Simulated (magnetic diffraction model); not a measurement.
# Magnetic neutron pattern of Li2MnCl5

Space group P2_12_12_1 (no. 19), a = 6.5650 Å, b = 10.3050 Å, c = 12.2750 Å.

| site | atom | x | y | z |
| --- | --- | --- | --- | --- |
| 4a | Mn | 0.0269 | 0.0452 | 0.6181 |
| 4a | Cl | 0.7677 | 0.0669 | 0.0623 |
| 4a | Cl | 0.7551 | 0.3310 | 0.8874 |
| 4a | Cl | 0.7878 | 0.3323 | 0.2877 |
| 4a | Cl | 0.8535 | 0.6039 | 0.0570 |
| 4a | Cl | 0.8751 | 0.0156 | 0.7927 |
| 4a | Li | 0.9745 | 0.6595 | 0.5585 |
| 4a | Li | 0.0400 | 0.6134 | 0.2394 |

This is a made-up structure (elements placed in a structure type, unrelaxed), so the numbers test the method and describe no known phase.

Only Mn is taken to order (form factors of Mn3+); orders and moment sizes are assumed, and not adapted to the symmetry. Radiation: neutrons of λ = 1.594 Å, 3° to 30°; isotropic B of 0.61 Å² (Mn), 0.75 Å² (Cl) and 1.21 Å² (Li). Simulated constant-wavelength pattern: nuclear and magnetic terms add, the magnetic one as |2.695 fm × Σ f S⊥ exp(2πi Q·r) exp(−B s²)|², summed over all Q at one angle with the factor 1/(sin²θ cos θ). For a modulated order the moment at position r is S exp(−2πi k·r) + c.c., with S = m/2 for a sine wave of amplitude m and S = m(u + iv)/2 for moments turning in a plane, u and v being orthogonal unit vectors in it; the phase factor of the sum at Q = H + k is then exp(2πi H·r). Free-ion form factors, Sears's scattering lengths of 1992, no absorption; a label names one of the reflections at its angle. The strongest nuclear line in the range is 100, and lines under 0.2 are left out.

Assume the order k = (1/5 0 0), a sine wave with moments along [001] (amplitudes given), 3.12 μB on Mn; signs + at (0.0269, 0.0452, 0.6181), + at (0.9731, 0.5452, 0.8819), + at (0.5269, 0.4548, 0.3819), − at (0.4731, 0.9548, 0.1181).

Q: Where does magnetic intensity appear, and how strong is it?

```
2θ (°)      index  nuclear  magnetic
  7.95  (1/5 0 1)      0.0       0.6
  9.30  (1/5 1 0)      0.0       3.4
 11.15  (4/5 0 0)      0.0       1.2
 11.59    (0 1 1)      2.5       0.0
 11.92  (1/5 1 1)      0.0       2.5
 13.42  (4/5 0 1)      0.0       1.1
 14.26  (4/5 1 0)      0.0       1.4
 16.11  (4/5 1 1)      0.0       1.6
 16.75  (6/5 0 0)      0.0       0.5
 17.61  (1/5 1 2)      0.0       0.5
 17.80    (0 2 0)      3.7       0.0
 18.02  (1/5 2 0)      0.0       0.8
 18.17    (1 1 1)      0.6       0.0
 18.36  (6/5 0 1)      0.0       0.6
 18.66  (4/5 0 2)      0.0       0.3
 18.99  (6/5 1 0)      0.0       0.7
 19.32    (0 2 1)      0.5       0.0
 19.52  (1/5 2 1)      0.0       1.1
 20.42  (6/5 1 1)      0.0       1.0
 20.48    (1 0 2)      4.1       0.0
 20.70  (4/5 1 2)      0.0       0.6
 21.05  (4/5 2 0)      0.0       0.6
 22.35  (4/5 2 1)      0.0       0.8
 22.36    (1 1 2)      3.1       0.0
 22.51  (6/5 0 2)      0.0       0.3
 23.30    (0 2 2)      0.8       0.0
 23.47  (1/5 2 2)      0.0       0.5
 23.90    (1 2 1)     28.8       0.0
 24.20    (0 1 3)      0.8       0.0
 24.24  (6/5 1 2)      0.0       0.5
 24.54  (6/5 2 0)      0.0       0.4
 25.68  (6/5 2 1)      0.0       0.6
 25.90  (4/5 2 2)      0.0       0.4
 26.36  (9/5 0 1)      0.0       0.3
 26.54    (1 0 3)     23.2       0.0
 26.81  (9/5 1 0)      0.0       0.3
 26.98  (1/5 3 0)      0.0       0.3
 27.26    (1 2 2)     25.9       0.0
 27.86  (9/5 1 1)      0.0       0.5
 27.88    (0 3 1)      0.6       0.0
 28.03  (1/5 3 1)      0.0       0.5
 28.03    (1 1 3)     51.2       0.0
 28.10    (2 0 0)     61.4       0.0
 28.80    (0 2 3)    100.0       0.0
 28.84  (6/5 2 2)      0.0       0.4
 29.11    (2 0 1)     12.7       0.0
 29.14  (4/5 3 0)      0.0       0.2
```

The strongest magnetic line in the range is (1/5 1 0) at 9.30° (3.4). Below the range, at 2.78°, lies the magnetic line (1/5 0 0) with 20. On top of the Lorentz factor, which all lines share, magnetic lines fade with angle because f falls: for Mn3+ it is 0.91, 0.70, 0.46 and 0.14 at sin θ/λ = 0.1, 0.2, 0.3 and 0.5 Å⁻¹, while nuclear lengths stay constant. The order has no net moment.

[Logs are printed without paths, hosts, clocks, repeated set-up lines and the standing remarks that a program may print on its own settings, such as how far it seeks lower states.]
